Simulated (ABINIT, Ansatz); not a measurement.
# A GW chain in ABINIT: K2NaScF6 (Fm-3m)

Aim: the G0W0 gap of K2NaScF6 (Fm-3m) on LDA, step by step.

Method: LDA and many-body steps on it, plane waves, in ABINIT 10.8.3.

Report form: inputs, costs, results and the conclusion, without the logs.

## Step 1: The starting structure

The structure is cubic, space group Fm-3m (No. 225). Conventional cell: a = 8.472 Å, b = 8.472 Å, c = 8.472 Å, α = 90.00°, β = 90.00°, γ = 90.00°. K has 12 F at 3.00 Å nearest. Na has 6 F at 2.25 Å nearest. Nearest to Sc lie 6 F at 1.98 Å. Nearest to F lie 1 Sc at 1.98 Å and 1 Na at 2.25 Å and 4 K at 3.00 Å. Farther neighbours, and contacts between anions beyond the nearest, are not listed.

The cell and positions come from the Crystallography Open Database and are kept as given unless a step says otherwise.

## Step 2: Ground state

This step: ABINIT 10.8.3; DFT, LDA, plane waves, norm-conserving pseudopotentials.

The ground-state density comes first.

File run.abi:

```
acell 3*1.0 Angstrom
rprim 
  -0.000000000000 4.235850000000 4.235850000000
  4.235850000000 -0.000000000000 4.235850000000
  4.235850000000 4.235850000000 -0.000000000000
ntypat 4
znucl 19 11 21 9
natom 10
typat 1 1 2 3 4 4 4 4 4 4
xred 
  0.250000000000 0.250000000000 0.250000000000
  0.750000000000 0.750000000000 0.750000000000
  0.500000000000 0.500000000000 0.500000000000
  0.000000000000 0.000000000000 0.000000000000
  0.765800000000 0.234200000000 0.234200000000
  0.234200000000 0.765800000000 0.234200000000
  0.234200000000 0.765800000000 0.765800000000
  0.765800000000 0.234200000000 0.765800000000
  0.234200000000 0.234200000000 0.765800000000
  0.765800000000 0.765800000000 0.234200000000
pp_dirpath "pseudos"
pseudos "K.upf, Na.upf, Sc.upf, F.upf"
ecut 38
ngkpt 4 4 4
nshiftk 1
shiftk 0 0 0
kptopt 1
chksymbreak 0
nband 49
occopt 1
tolvrs 1e-10
nstep 60
prtwf 0
optforces 0
optstress 0
indata_prefix "in"
outdata_prefix "out"
tmpdata_prefix "tmp"
```

On the command line:

```
> OMP_NUM_THREADS=1 mpirun -n 4 abinit run.abi > log
```

Run time: 72 s. Hardware: 4 MPI ranks of Arm Neoverse V1, shared host; peak memory 0.57 GiB; 4.8 min of CPU time.

Read from the output:

* total energy: -8217.6963 eV
* gap: 6.651 eV
* k of the valence top: 0, 0, 0
* k of the conduction bottom: 0, 0, 0
* least direct gap: 6.651 eV

The gap is direct, at Γ.

## Step 3: Bands along the symmetry lines

Levels along a band path, at the cheap level, show where the edges lie and whether the meshes to come will hold them.

Edit run.abi of step 2 so:

```diff
@@ -23,14 +23,40 @@
 ecut 38
-ngkpt 4 4 4
-nshiftk 1
-shiftk 0 0 0
-kptopt 1
-chksymbreak 0
-nband 49
-occopt 1
-tolvrs 1e-10
-nstep 60
+iscf -2
+irdden 1
+kptopt 0
+nkpt 26
+kpt 
+  0.00000000 0.00000000 0.00000000
+  0.12500000 0.00000000 0.12500000
+  0.25000000 0.00000000 0.25000000
+  0.37500000 0.00000000 0.37500000
+  0.50000000 0.00000000 0.50000000
+  0.53125000 0.06250000 0.53125000
+  0.56250000 0.12500000 0.56250000
+  0.59375000 0.18750000 0.59375000
+  0.62500000 0.25000000 0.62500000
+  0.37500000 0.37500000 0.75000000
+  0.28125000 0.28125000 0.56250000
+  0.18750000 0.18750000 0.37500000
+  0.09375000 0.09375000 0.18750000
+  0.00000000 0.00000000 0.00000000
+  0.12500000 0.12500000 0.12500000
+  0.25000000 0.25000000 0.25000000
+  0.37500000 0.37500000 0.37500000
+  0.50000000 0.50000000 0.50000000
+  0.50000000 0.43750000 0.56250000
+  0.50000000 0.37500000 0.62500000
+  0.50000000 0.31250000 0.68750000
+  0.50000000 0.25000000 0.75000000
+  0.50000000 0.18750000 0.68750000
+  0.50000000 0.12500000 0.62500000
+  0.50000000 0.06250000 0.56250000
+  0.50000000 0.00000000 0.50000000
+istwfk *1
+nband 47
+nbdbuf 2
+tolwfr 1e-08
+nstep 40
 prtwf 0
-optforces 0
-optstress 0
+prtvol 0
 indata_prefix "in"
```

Run time: 2.6 min. Hardware: 4 MPI ranks; peak memory 0.59 GiB; 10 min of CPU time.

Numbers from this step:

* gap: 6.651 eV
* k of the valence top: 0, 0, 0
* k of the conduction bottom: 0, 0, 0
* least direct gap: 6.651 eV

The gap is 6.651 eV, as in the run before at this level.

Electronic bands along the path, in eV, zero at the top of the highest filled band:

```csv
point,band 37,band 38,band 39,band 40,band 41,band 42,band 43,band 44
Γ,-0.26,0.00,0.00,0.00,6.65,7.40,7.40,7.40
halfway,-0.34,-0.18,-0.18,-0.01,7.44,7.48,7.48,7.49
X,-0.45,-0.37,-0.37,-0.01,7.47,7.57,7.57,8.85
halfway,-0.42,-0.41,-0.37,-0.03,7.47,7.57,7.57,8.89
U,-0.37,-0.36,-0.32,-0.09,7.49,7.55,7.56,9.00
jump to K,-0.37,-0.36,-0.32,-0.09,7.49,7.55,7.56,9.00
halfway,-0.32,-0.17,-0.13,-0.08,7.46,7.46,7.47,7.60
Γ,-0.26,0.00,0.00,0.00,6.65,7.40,7.40,7.40
halfway,-0.30,-0.11,-0.11,-0.06,7.29,7.45,7.45,7.45
L,-0.34,-0.23,-0.23,-0.15,7.48,7.49,7.49,8.75
halfway,-0.39,-0.30,-0.20,-0.17,7.50,7.51,7.53,8.91
W,-0.51,-0.45,-0.18,-0.18,7.52,7.52,7.57,9.04
halfway,-0.42,-0.41,-0.34,-0.06,7.48,7.55,7.57,8.93
X,-0.45,-0.37,-0.37,-0.01,7.47,7.57,7.57,8.85
```

## Step 4: Empty states on the mesh, 2×2×2 mesh, 541 bands

The sums over transitions need many empty states on a uniform mesh; this step solves for them.

File run.abi:

```
acell 3*1.0 Angstrom
rprim 
  -0.000000000000 4.235850000000 4.235850000000
  4.235850000000 -0.000000000000 4.235850000000
  4.235850000000 4.235850000000 -0.000000000000
ntypat 4
znucl 19 11 21 9
natom 10
typat 1 1 2 3 4 4 4 4 4 4
xred 
  0.250000000000 0.250000000000 0.250000000000
  0.750000000000 0.750000000000 0.750000000000
  0.500000000000 0.500000000000 0.500000000000
  0.000000000000 0.000000000000 0.000000000000
  0.765800000000 0.234200000000 0.234200000000
  0.234200000000 0.765800000000 0.234200000000
  0.234200000000 0.765800000000 0.765800000000
  0.765800000000 0.234200000000 0.765800000000
  0.234200000000 0.234200000000 0.765800000000
  0.765800000000 0.765800000000 0.234200000000
pp_dirpath "pseudos"
pseudos "K.upf, Na.upf, Sc.upf, F.upf"
ecut 38
ngkpt 2 2 2
nshiftk 1
shiftk 0 0 0
kptopt 1
chksymbreak 0
iscf -2
irdden 1
istwfk *1
nband 541
nbdbuf 48
tolwfr 1e-09
nstep 60
prtvol 0
indata_prefix "in"
outdata_prefix "out"
tmpdata_prefix "tmp"
```

On the command line:

```
> OMP_NUM_THREADS=1 mpirun -n 3 abinit run.abi > log
```

Elapsed: 10 min, on 3 MPI ranks; peak memory 0.76 GiB.

This step gave:

| Quantity | Value |
| --- | --- |
| gap | 6.651 eV |
| k of the valence top | 0, 0, 0 |
| k of the conduction bottom | 0, 0, 0 |
| least direct gap | 6.651 eV |
| k points computed | 3 |
| lowest point of the top converged band, above the valence top | 115.2065 eV |

On this mesh the gap is 6.651 eV.

## Step 5: Screening, 2×2×2 mesh, 493 bands, screening to 217.7 eV

The RPA dielectric matrix is built and inverted for each q.

This step: RPA screening on LDA, plane waves, norm-conserving pseudopotentials.

Edit run.abi of step 4 so:

```diff
@@ -28,10 +28,11 @@
 chksymbreak 0
-iscf -2
-irdden 1
 istwfk *1
-nband 541
-nbdbuf 48
-tolwfr 1e-09
-nstep 60
-prtvol 0
+occopt 1
+irdwfk 1
+optdriver 3
+nband 493
+ecuteps 8
+inclvkb 2
+awtr 1
+symchi 1
 indata_prefix "in"
```

On the command line:

```
> OMP_NUM_THREADS=1 mpirun -n 4 abinit run.abi > log
```

Wall time 6.5 min (4 MPI ranks); peak memory 3.9 GiB.

Read from the output:

```yaml
eps_infinity_with_local_fields_on_this_mesh: 2.062
eps_infinity_without_local_fields_on_this_mesh: 2.289
plasma_frequency: 26.94 eV
plane_waves_in_the_screening_matrix: 1067
```

Local fields lower ε∞ by 10 %. On a Γ-centred mesh this coarse the value itself is usually too large, while a short band sum pulls it down.

## Step 6: Self-energy, 2×2×2 mesh, 493 bands, screening to 217.7 eV

The self-energy is evaluated for the states that the input lists, and the quasiparticle equation is solved.

This step: G0W0 on LDA, plane waves, norm-conserving pseudopotentials.

Edit run.abi of step 5 so:

```diff
@@ -31,8 +31,15 @@
 irdwfk 1
-optdriver 3
+optdriver 4
 nband 493
+gwcalctyp 0
+ecutsigx 38
+symsigma 1
+nkptgw 1
+kptgw 
+  0.0000000000 0.0000000000 0.0000000000
+bdgw 
+  38 44
 ecuteps 8
-inclvkb 2
-awtr 1
-symchi 1
+irdscr 1
+ppmodel 1
 indata_prefix "in"
```

The job ended after 2.4 min (4 MPI ranks; peak memory 3.9 GiB; 9.5 min of CPU time).

Numbers from this step:

| Quantity | Value |
| --- | --- |
| G0W0 gap on the mesh | 10.46 eV |
| starting gap on the mesh | 6.651 eV |
| k of the valence top | 0, 0, 0 |
| k of the conduction bottom | 0, 0, 0 |
| Z at the valence top | 0.806 |
| Z at the conduction bottom | 0.894 |
| least direct G0W0 gap on the computed points | 10.46 eV |

The gap on the mesh goes from 6.65 eV to 10.46 eV, a correction of +3.80 eV.

Limits: finite bands, cutoff and mesh; coarse k mesh. v1 is the top filled band, c1 the lowest empty one. Levels before and after the correction, in eV, zero at the valence-band top of each column:

```csv
,conduction bottom,valence top
Kohn-Sham,6.65,0.00
G0W0,10.46,0.00
```

```csv
,level,energy (eV)
Kohn-Sham,Γ v3-v1,0.000
Kohn-Sham,Γ c1,6.651
Kohn-Sham,Γ c2-c4,7.404
G0W0,Γ v3-v1,0.000
G0W0,Γ c1,10.455
G0W0,Γ c2-c4,12.661
```

## Step 7: Where the time went

Times are wall times on the hardware named with each run, good to a factor of about two.

```csv
step,time,share,memory (GiB)
ground state,72 s,5 %,0.57
bands along the symmetry lines,2.6 min,11 %,0.59
empty states on the mesh,10 min,44 %,0.76
screening,6.5 min,29 %,3.9
self-energy,2.4 min,10 %,3.9
```

## Step 8: Summary of results

- LDA gap: 6.65 eV, direct
- G0W0 gap on the mesh: 10.46 eV
- GW settings: 2×2×2 mesh, 493 bands, screening to 217.7 eV, Godby-Needs plasmon pole
- known limits: short of the basis limit; coarse k mesh

What this shows: G0W0 moves the gap on the mesh from 6.65 eV to 10.46 eV (+3.80 eV), with Z of 0.81 and 0.89 at the edges. Local fields lower the RPA ε∞ on this mesh from 2.29 to 2.06; a Γ-centred mesh this coarse tends to raise both, most where the direct gap is narrow, while a short band sum lowers them. The dearest step here is «empty states on the mesh». Bands and cutoff are finite, so the gap stands short of the basis limit, usually by up to a few tenths of an eV; the mesh is an error of its own. The 2×2×2 mesh is coarse for this cell, which bears on the long-range parts of exchange and screening.

[Long decimals in the printed logs are rounded to 6 places.]

[Logs are printed without paths, hosts, clocks, repeated set-up lines and the standing remarks that a program may print on its own settings, such as how far it seeks lower states.]

[Paths, hosts, dates, memory and timing lines, banners, echoed tables and standing remarks are left out of the program output; an Ansatz launch command may be rebuilt from the run's recorded settings. Measured values are a selection of at most five: reports struck by readers or far from the other reports are left out. None is set beside runs whose start may be inverted or whose files or cutoffs have a known fault.]

[Runs of the session that timed out or met a known fault of the program may be left out.]

[Hosts, paths, dates, database ids (printed as entryN), source tags and the programs' standing remarks are cut or masked in the printed files.]

[G0W0 gaps are taken among the corrected bands and points alone; a level outside them can change the order at an edge.]

[Where Ansatz stands beside ABINIT at settings called matched, ABINIT's density can come from a denser mesh and the files from another edition; pairs whose starting gaps differed by over 0.03 eV were left out, so agreement reads better than it is.]
